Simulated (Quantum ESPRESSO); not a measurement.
# WSi2N4, 1 layer: a series in biaxial strain, part 6 of 7

What law, if any, do the results for WSi2N4, 1 layer follow against biaxial strain?

Quantum ESPRESSO 7.5; plane-wave DFT, PBE, GBRV ultrasoft pseudopotentials.

So far. Step 6 (Bands along a path, -4 %): Along this path the valence top lies at K and the conduction bottom between K and Γ. Step 7 (Relaxation with pw.x, -3 %): The relaxation lowers the energy by 7 meV an atom.

**9. Relaxing the ions, 3 %**

m7.relax.in

```
&control
  prefix = 'm7.relax'
  outdir = './out'
  pseudo_dir = './pseudo'
  nstep = 40
  forc_conv_thr = 0.0003
  calculation = 'relax'
  tstress = .true.
/
&system
  ibrav = 0
  nat = 7
  ntyp = 3
  ecutwfc = 50
  ecutrho = 250
  occupations = 'smearing'
  smearing = 'fd'
  degauss = 0.002
/
&electrons
  conv_thr = 1e-09
  mixing_beta = 0.4
  electron_maxstep = 120
  mixing_mode = 'plain'
/
&ions
/
ATOMIC_SPECIES
  N   14.0070  n_pbe_v1.2.uspp.F.UPF
  Si  28.0850  si_pbe_v1.uspp.F.UPF
  W   183.8400  w_pbe_v1.2.uspp.F.UPF
CELL_PARAMETERS angstrom
  2.99286521964000 0.00000000000000 0.00000000000000
  -1.49643260982000 2.59189731068000 0.00000000000000
  0.00000000000000 0.00000000000000 22.10102208300000
ATOMIC_POSITIONS crystal
  N   0.000000000000 0.000000000000 0.339498739000
  Si  0.333333333300 0.666666666700 0.362981816700
  N   0.333333333300 0.666666666700 0.442585811300
  W   0.000000000000 0.000000000000 0.500000000000
  N   0.333333333300 0.666666666700 0.557414188700
  Si  0.333333333300 0.666666666700 0.637018183300
  N   0.000000000000 0.000000000000 0.660501261000
K_POINTS automatic
  12 12 1 0 0 0
```

The run is started by

```
$ OMP_NUM_THREADS=1 mpirun -n 4 pw.x -nk 4 -in m7.relax.in > m7.relax.out
```

Log:

```text
[banner, memory and clock lines left out]
Program PWSCF v.7.5 starts
[...]
Message from routine setup:
[...]
number of electrons       =        42.00
     number of Kohn-Sham states=           25
     kinetic-energy cutoff     =      50.0000  Ry
     charge density cutoff     =     250.0000  Ry
[...]
number of k points=    19  Fermi-Dirac smearing, width (Ry)=  0.0020
[...]
Dense  grid:    77281 G-vectors     FFT dimensions: (  30,  30, 216)
[...]
negative rho (up, down):  6.101E-02 0.000E+00
     Starting wfcs are   37 randomized atomic wfcs
[...]
negative rho (up, down):  6.223E-02 0.000E+00
[...]
estimated scf accuracy    <       1.95745952 Ry
[...]
negative rho (up, down):  6.425E-02 0.000E+00
[...]
estimated scf accuracy    <       0.44028178 Ry
[...]
negative rho (up, down):  6.479E-02 0.000E+00
[...]
estimated scf accuracy    <       0.12858895 Ry
[...]
negative rho (up, down):  6.587E-02 0.000E+00
[...]
estimated scf accuracy    <       0.01242947 Ry
[...]
negative rho (up, down):  6.643E-02 0.000E+00
[...]
estimated scf accuracy    <       0.00440248 Ry
[...]
negative rho (up, down):  6.647E-02 0.000E+00
[...]
estimated scf accuracy    <       0.00076248 Ry
[...]
negative rho (up, down):  6.643E-02 0.000E+00
[...]
estimated scf accuracy    <       0.00005865 Ry
[...]
negative rho (up, down):  6.642E-02 0.000E+00
[...]
estimated scf accuracy    <       0.00002162 Ry
[...]
negative rho (up, down):  6.640E-02 0.000E+00
[...]
estimated scf accuracy    <       0.00000083 Ry
[...]
negative rho (up, down):  6.640E-02 0.000E+00
[...]
estimated scf accuracy    <       0.00000044 Ry
[...]
negative rho (up, down):  6.640E-02 0.000E+00
[...]
estimated scf accuracy    <       0.00000002 Ry
[...]
negative rho (up, down):  6.639E-02 0.000E+00
[...]
estimated scf accuracy    <          5.5E-09 Ry
[...]
negative rho (up, down):  6.639E-02 0.000E+00
[...]
the Fermi energy is     3.1663 ev
!    total energy              =    -259.34730897 Ry
     estimated scf accuracy    <          9.0E-10 Ry
     smearing contrib. (-TS)   =      -0.00000000 Ry
     internal energy E=F+TS    =    -259.34730897 Ry
[...]
one-electron contribution =   -2320.99979377 Ry
     hartree contribution      =    1168.95382623 Ry
     xc contribution           =     -71.64937579 Ry
     ewald contribution        =     964.34803436 Ry
     convergence has been achieved in  13 iterations
     negative rho (up, down):  6.639E-02 0.000E+00
[...]
Total force =     0.051573     Total SCF correction =     0.000058
[...]
negative rho (up, down):  6.639E-02 0.000E+00
[...]
negative rho (up, down):  6.638E-02 0.000E+00
[...]
negative rho (up, down):  6.640E-02 0.000E+00
[...]
estimated scf accuracy    <       0.00243228 Ry
[...]
negative rho (up, down):  6.636E-02 0.000E+00
[...]
estimated scf accuracy    <       0.00200389 Ry
[...]
negative rho (up, down):  6.636E-02 0.000E+00
[...]
estimated scf accuracy    <       0.00002390 Ry
[...]
negative rho (up, down):  6.637E-02 0.000E+00
[...]
estimated scf accuracy    <       0.00001217 Ry
[...]
negative rho (up, down):  6.637E-02 0.000E+00
[...]
estimated scf accuracy    <       0.00000194 Ry
[...]
negative rho (up, down):  6.637E-02 0.000E+00
[...]
estimated scf accuracy    <       0.00000035 Ry
[...]
negative rho (up, down):  6.637E-02 0.000E+00
[...]
estimated scf accuracy    <       0.00000022 Ry
[...]
negative rho (up, down):  6.637E-02 0.000E+00
[...]
estimated scf accuracy    <       0.00000004 Ry
[...]
negative rho (up, down):  6.638E-02 0.000E+00
[...]
estimated scf accuracy    <          3.2E-09 Ry
[...]
negative rho (up, down):  6.638E-02 0.000E+00
[...]
the Fermi energy is     3.4034 ev
!    total energy              =    -259.34843625 Ry
     estimated scf accuracy    <          5.6E-11 Ry
     smearing contrib. (-TS)   =      -0.00000000 Ry
     internal energy E=F+TS    =    -259.34843625 Ry
[...]
one-electron contribution =   -2324.99894128 Ry
     hartree contribution      =    1171.17723420 Ry
     xc contribution           =     -71.65925688 Ry
     ewald contribution        =     966.13252770 Ry
     convergence has been achieved in  10 iterations
     negative rho (up, down):  6.638E-02 0.000E+00
[...]
Total force =     0.018663     Total SCF correction =     0.000007
[...]
negative rho (up, down):  6.638E-02 0.000E+00
[...]
negative rho (up, down):  6.638E-02 0.000E+00
[...]
negative rho (up, down):  6.637E-02 0.000E+00
[...]
estimated scf accuracy    <       0.00005102 Ry
[...]
negative rho (up, down):  6.638E-02 0.000E+00
[...]
estimated scf accuracy    <       0.00004075 Ry
[...]
negative rho (up, down):  6.638E-02 0.000E+00
[...]
estimated scf accuracy    <       0.00000226 Ry
[...]
negative rho (up, down):  6.638E-02 0.000E+00
[...]
estimated scf accuracy    <       0.00000088 Ry
[...]
negative rho (up, down):  6.638E-02 0.000E+00
[...]
estimated scf accuracy    <       0.00000007 Ry
[...]
negative rho (up, down):  6.638E-02 0.000E+00
[...]
estimated scf accuracy    <       0.00000004 Ry
[...]
negative rho (up, down):  6.638E-02 0.000E+00
[...]
estimated scf accuracy    <          1.7E-09 Ry
[...]
negative rho (up, down):  6.638E-02 0.000E+00
[...]
estimated scf accuracy    <          3.3E-09 Ry
[...]
negative rho (up, down):  6.638E-02 0.000E+00
[...]
estimated scf accuracy    <          2.3E-10 Ry
[...]
negative rho (up, down):  6.638E-02 0.000E+00
[...]
the Fermi energy is     3.3873 ev
!    total energy              =    -259.34867313 Ry
     estimated scf accuracy    <          6.8E-12 Ry
     smearing contrib. (-TS)   =      -0.00000000 Ry
     internal energy E=F+TS    =    -259.34867313 Ry
[...]
one-electron contribution =   -2327.28031942 Ry
     hartree contribution      =    1172.29906417 Ry
     xc contribution           =     -71.66491207 Ry
     ewald contribution        =     967.29749418 Ry
     convergence has been achieved in  10 iterations
     negative rho (up, down):  6.638E-02 0.000E+00
[...]
Total force =     0.013289     Total SCF correction =     0.000005
[...]
negative rho (up, down):  6.638E-02 0.000E+00
[...]
negative rho (up, down):  6.638E-02 0.000E+00
[...]
negative rho (up, down):  6.638E-02 0.000E+00
[...]
estimated scf accuracy    <       0.00000001 Ry
[...]
negative rho (up, down):  6.639E-02 0.000E+00
[...]
estimated scf accuracy    <       0.00000001 Ry
[...]
negative rho (up, down):  6.639E-02 0.000E+00
[...]
estimated scf accuracy    <          1.8E-09 Ry
[...]
negative rho (up, down):  6.639E-02 0.000E+00
[...]
the Fermi energy is     3.3963 ev
!    total energy              =    -259.34907006 Ry
     estimated scf accuracy    <          1.7E-11 Ry
     smearing contrib. (-TS)   =      -0.00000000 Ry
     internal energy E=F+TS    =    -259.34907006 Ry
[...]
one-electron contribution =   -2333.91876176 Ry
     hartree contribution      =    1175.61546665 Ry
     xc contribution           =     -71.68094940 Ry
     ewald contribution        =     970.63517445 Ry
     convergence has been achieved in   9 iterations
     negative rho (up, down):  6.639E-02 0.000E+00
[...]
Total force =     0.008785     Total SCF correction =     0.000001
[...]
negative rho (up, down):  6.639E-02 0.000E+00
[...]
negative rho (up, down):  6.639E-02 0.000E+00
[...]
negative rho (up, down):  6.638E-02 0.000E+00
[...]
estimated scf accuracy    <       0.00010240 Ry
[...]
negative rho (up, down):  6.639E-02 0.000E+00
[...]
estimated scf accuracy    <       0.00001706 Ry
[...]
negative rho (up, down):  6.638E-02 0.000E+00
[...]
estimated scf accuracy    <       0.00000424 Ry
[...]
negative rho (up, down):  6.639E-02 0.000E+00
[...]
estimated scf accuracy    <       0.00000118 Ry
[...]
negative rho (up, down):  6.639E-02 0.000E+00
[...]
estimated scf accuracy    <       0.00000011 Ry
[...]
negative rho (up, down):  6.639E-02 0.000E+00
[...]
estimated scf accuracy    <       0.00000002 Ry
[...]
negative rho (up, down):  6.639E-02 0.000E+00
[...]
estimated scf accuracy    <          1.5E-09 Ry
[...]
negative rho (up, down):  6.639E-02 0.000E+00
[...]
estimated scf accuracy    <          7.9E-10 Ry
[...]
negative rho (up, down):  6.639E-02 0.000E+00
[...]
estimated scf accuracy    <          4.5E-10 Ry
[...]
negative rho (up, down):  6.639E-02 0.000E+00
[...]
the Fermi energy is     3.4134 ev
!    total energy              =    -259.34930232 Ry
     estimated scf accuracy    <          7.3E-12 Ry
     smearing contrib. (-TS)   =      -0.00000000 Ry
     internal energy E=F+TS    =    -259.34930232 Ry
[...]
one-electron contribution =   -2340.18366871 Ry
     hartree contribution      =    1178.75198225 Ry
     xc contribution           =     -71.69583754 Ry
     ewald contribution        =     973.77822167 Ry
     convergence has been achieved in  10 iterations
     negative rho (up, down):  6.639E-02 0.000E+00
[...]
Total force =     0.005714     Total SCF correction =     0.000002
[...]
negative rho (up, down):  6.639E-02 0.000E+00
[...]
negative rho (up, down):  6.640E-02 0.000E+00
[...]
negative rho (up, down):  6.638E-02 0.000E+00
[...]
estimated scf accuracy    <       0.00018791 Ry
[...]
negative rho (up, down):  6.638E-02 0.000E+00
[...]
estimated scf accuracy    <       0.00003169 Ry
[...]
negative rho (up, down):  6.638E-02 0.000E+00
[...]
estimated scf accuracy    <       0.00000608 Ry
[...]
negative rho (up, down):  6.638E-02 0.000E+00
[...]
estimated scf accuracy    <       0.00000220 Ry
[...]
negative rho (up, down):  6.638E-02 0.000E+00
[...]
estimated scf accuracy    <       0.00000018 Ry
[...]
negative rho (up, down):  6.638E-02 0.000E+00
[...]
estimated scf accuracy    <       0.00000001 Ry
[...]
negative rho (up, down):  6.638E-02 0.000E+00
[...]
estimated scf accuracy    <          1.0E-09 Ry
[...]
negative rho (up, down):  6.638E-02 0.000E+00
[...]
estimated scf accuracy    <          1.3E-09 Ry
[...]
negative rho (up, down):  6.638E-02 0.000E+00
[...]
estimated scf accuracy    <          9.8E-11 Ry
[...]
negative rho (up, down):  6.638E-02 0.000E+00
[...]
the Fermi energy is     3.4413 ev
!    total energy              =    -259.34942637 Ry
     estimated scf accuracy    <          1.8E-11 Ry
     smearing contrib. (-TS)   =      -0.00000000 Ry
     internal energy E=F+TS    =    -259.34942637 Ry
[...]
one-electron contribution =   -2349.07997235 Ry
     hartree contribution      =    1183.20788421 Ry
     xc contribution           =     -71.71677515 Ry
     ewald contribution        =     978.23943693 Ry
     convergence has been achieved in  10 iterations
     negative rho (up, down):  6.638E-02 0.000E+00
[...]
Total force =     0.002162     Total SCF correction =     0.000009
[...]
negative rho (up, down):  6.638E-02 0.000E+00
[...]
negative rho (up, down):  6.638E-02 0.000E+00
[...]
negative rho (up, down):  6.638E-02 0.000E+00
[...]
estimated scf accuracy    <       0.00000074 Ry
[...]
negative rho (up, down):  6.638E-02 0.000E+00
[...]
estimated scf accuracy    <       0.00000038 Ry
[...]
negative rho (up, down):  6.638E-02 0.000E+00
[...]
estimated scf accuracy    <       0.00000001 Ry
[...]
negative rho (up, down):  6.638E-02 0.000E+00
[...]
estimated scf accuracy    <          3.7E-09 Ry
[...]
negative rho (up, down):  6.638E-02 0.000E+00
[...]
estimated scf accuracy    <          3.4E-10 Ry
[...]
negative rho (up, down):  6.638E-02 0.000E+00
[...]
estimated scf accuracy    <          1.1E-10 Ry
[...]
negative rho (up, down):  6.638E-02 0.000E+00
[...]
estimated scf accuracy    <          4.2E-11 Ry
[...]
negative rho (up, down):  6.638E-02 0.000E+00
[...]
the Fermi energy is     3.4431 ev
!    total energy              =    -259.34942838 Ry
     estimated scf accuracy    <          1.9E-12 Ry
     smearing contrib. (-TS)   =      -0.00000000 Ry
     internal energy E=F+TS    =    -259.34942838 Ry
[...]
one-electron contribution =   -2349.14595418 Ry
     hartree contribution      =    1183.24135283 Ry
     xc contribution           =     -71.71680273 Ry
     ewald contribution        =     978.27197569 Ry
     convergence has been achieved in   8 iterations
     negative rho (up, down):  6.638E-02 0.000E+00
[...]
Total force =     0.000988     Total SCF correction =     0.000003
[...]
negative rho (up, down):  6.638E-02 0.000E+00
[...]
negative rho (up, down):  6.638E-02 0.000E+00
[...]
negative rho (up, down):  6.638E-02 0.000E+00
[...]
estimated scf accuracy    <       0.00000056 Ry
[...]
negative rho (up, down):  6.638E-02 0.000E+00
[...]
estimated scf accuracy    <       0.00000023 Ry
[...]
negative rho (up, down):  6.638E-02 0.000E+00
[...]
estimated scf accuracy    <       0.00000001 Ry
[...]
negative rho (up, down):  6.638E-02 0.000E+00
[...]
estimated scf accuracy    <          2.5E-09 Ry
[...]
negative rho (up, down):  6.638E-02 0.000E+00
[...]
estimated scf accuracy    <          2.7E-10 Ry
[...]
negative rho (up, down):  6.638E-02 0.000E+00
[...]
estimated scf accuracy    <          6.6E-11 Ry
[...]
negative rho (up, down):  6.638E-02 0.000E+00
[...]
estimated scf accuracy    <          2.9E-11 Ry
[...]
negative rho (up, down):  6.638E-02 0.000E+00
[...]
the Fermi energy is     3.4439 ev
!    total energy              =    -259.34942897 Ry
     estimated scf accuracy    <          1.4E-12 Ry
     smearing contrib. (-TS)   =      -0.00000000 Ry
     internal energy E=F+TS    =    -259.34942897 Ry
[...]
one-electron contribution =   -2349.15780806 Ry
     hartree contribution      =    1183.24705417 Ry
     xc contribution           =     -71.71670610 Ry
     ewald contribution        =     978.27803102 Ry
     convergence has been achieved in   8 iterations
     negative rho (up, down):  6.638E-02 0.000E+00
[...]
Total force =     0.000049     Total SCF correction =     0.000003
[...]
negative rho (up, down):  6.638E-02 0.000E+00
[...]
```

It took 2.6 min on 4 MPI ranks of Intel Xeon Platinum 8375C at 2.90GHz (Ice Lake), shared host; peak memory 0.96 GiB.

Step by step:

```tsv
step	energy less that of the first step (eV)	largest force (eV/Å)
1	0.0000	0.6610
2	-0.0153	0.2593
3	-0.0186	0.1751
4	-0.0210	0.1521
5	-0.0240	0.1156
6	-0.0271	0.0712
7	-0.0288	0.0376
8	-0.0288	0.0171
9	-0.0288	0.0007
```

The atoms that moved most (Å):

```tsv
atom	dx	dy	dz	length
N1	0.000	0.000	0.048	0.048
N7	0.000	0.000	-0.048	0.048
N5	0.000	0.000	-0.024	0.024
N3	0.000	0.000	0.024	0.024
Si6	0.000	0.000	-0.018	0.018
Si2	0.000	0.000	0.018	0.018
```

The relaxation lowers the energy by 4 meV an atom.

Read from the output:

| Quantity | Value |
| --- | --- |
| free energy | -3528.6287 eV |
| Fermi energy | 3.444 eV |

**10. Ground state, 3 %**

m7.scf.in

```
&control
  prefix = 'm7.scf'
  outdir = './out'
  pseudo_dir = './pseudo'
  calculation = 'scf'
  tprnfor = .true.
/
&system
  ibrav = 0
  nat = 7
  ntyp = 3
  ecutwfc = 40
  ecutrho = 200
  occupations = 'smearing'
  smearing = 'fd'
  degauss = 0.002
  nbnd = 25
/
&electrons
  conv_thr = 1e-09
  mixing_beta = 0.4
  electron_maxstep = 120
  mixing_mode = 'plain'
/
ATOMIC_SPECIES
  N   14.0070  n_pbe_v1.2.uspp.F.UPF
  Si  28.0850  si_pbe_v1.uspp.F.UPF
  W   183.8400  w_pbe_v1.2.uspp.F.UPF
CELL_PARAMETERS angstrom
  2.99286521964000 0.00000000000000 0.00000000000000
  -1.49643260982000 2.59189731068000 0.00000000000000
  0.00000000000000 0.00000000000000 22.10102208300000
ATOMIC_POSITIONS crystal
  N   0.000000000000 0.000000000000 0.341692096600
  Si  0.333333333300 0.666666666700 0.363805682600
  N   0.333333333300 0.666666666700 0.443677269700
  W   0.000000000000 0.000000000000 0.500000000000
  N   0.333333333300 0.666666666700 0.556322730300
  Si  0.333333333300 0.666666666700 0.636194317400
  N   0.000000000000 0.000000000000 0.658307903400
K_POINTS automatic
  12 12 1 0 0 0
```

The run is started by

```
$ OMP_NUM_THREADS=1 mpirun -n 4 pw.x -nk 4 -in m7.scf.in > m7.scf.out
```

Log:

```text
[banner, memory and clock lines left out]
Program PWSCF v.7.5 starts
[...]
Message from routine setup:
[...]
number of electrons       =        42.00
     number of Kohn-Sham states=           25
     kinetic-energy cutoff     =      40.0000  Ry
     charge density cutoff     =     200.0000  Ry
[...]
number of k points=    19  Fermi-Dirac smearing, width (Ry)=  0.0020
[...]
Dense  grid:    55335 G-vectors     FFT dimensions: (  25,  25, 192)
[...]
negative rho (up, down):  6.650E-02 0.000E+00
     Starting wfcs are   37 randomized atomic wfcs
[...]
negative rho (up, down):  6.701E-02 0.000E+00
[...]
estimated scf accuracy    <       1.97118019 Ry
[...]
negative rho (up, down):  6.860E-02 0.000E+00
[...]
estimated scf accuracy    <       0.34160904 Ry
[...]
negative rho (up, down):  6.886E-02 0.000E+00
[...]
estimated scf accuracy    <       0.10164629 Ry
[...]
negative rho (up, down):  6.952E-02 0.000E+00
[...]
estimated scf accuracy    <       0.01159259 Ry
[...]
negative rho (up, down):  6.993E-02 0.000E+00
[...]
estimated scf accuracy    <       0.00294468 Ry
[...]
negative rho (up, down):  6.996E-02 0.000E+00
[...]
estimated scf accuracy    <       0.00055554 Ry
[...]
negative rho (up, down):  6.994E-02 0.000E+00
[...]
estimated scf accuracy    <       0.00003756 Ry
[...]
negative rho (up, down):  6.994E-02 0.000E+00
[...]
estimated scf accuracy    <       0.00001992 Ry
[...]
negative rho (up, down):  6.993E-02 0.000E+00
[...]
estimated scf accuracy    <       0.00000084 Ry
[...]
negative rho (up, down):  6.993E-02 0.000E+00
[...]
estimated scf accuracy    <       0.00000030 Ry
[...]
negative rho (up, down):  6.992E-02 0.000E+00
[...]
estimated scf accuracy    <       0.00000003 Ry
[...]
negative rho (up, down):  6.992E-02 0.000E+00
[...]
estimated scf accuracy    <          8.2E-09 Ry
[...]
negative rho (up, down):  6.992E-02 0.000E+00
[...]
the Fermi energy is     3.5230 ev
!    total energy              =    -259.34362769 Ry
     estimated scf accuracy    <          5.5E-10 Ry
     smearing contrib. (-TS)   =      -0.00000000 Ry
     internal energy E=F+TS    =    -259.34362769 Ry
[...]
one-electron contribution =   -2349.13980786 Ry
     hartree contribution      =    1183.23542513 Ry
     xc contribution           =     -71.71727619 Ry
     ewald contribution        =     978.27803123 Ry
     convergence has been achieved in  13 iterations
     negative rho (up, down):  6.992E-02 0.000E+00
[...]
Total force =     0.000265     Total SCF correction =     0.000042
[...]
```

Elapsed: 18 s, on 4 MPI ranks; peak memory 0.68 GiB.

Numbers from this step:

| Property | Result |
| --- | --- |
| free energy | -3528.5498 eV |
| Fermi energy | 3.523 eV |
| valence top, on the run's zero | 2.415 eV |
| conduction bottom, on the run's zero | 4.215 eV |
| gap by band count | 1.801 eV |

[end of part 6 of 7]

[Logs are printed without paths, hosts, clocks, repeated set-up lines and the standing remarks that a program may print on its own settings, such as how far it seeks lower states.]

[Hosts, paths, dates, database ids (printed as entryN), source tags and the programs' standing remarks are cut or masked in the printed files.]

[Maps of the electrostatic potential energy from Ansatz leave out the sawtooth potential of an applied field or a dipole correction, so their vacuum need not be flat; planar profiles and work functions include it.]
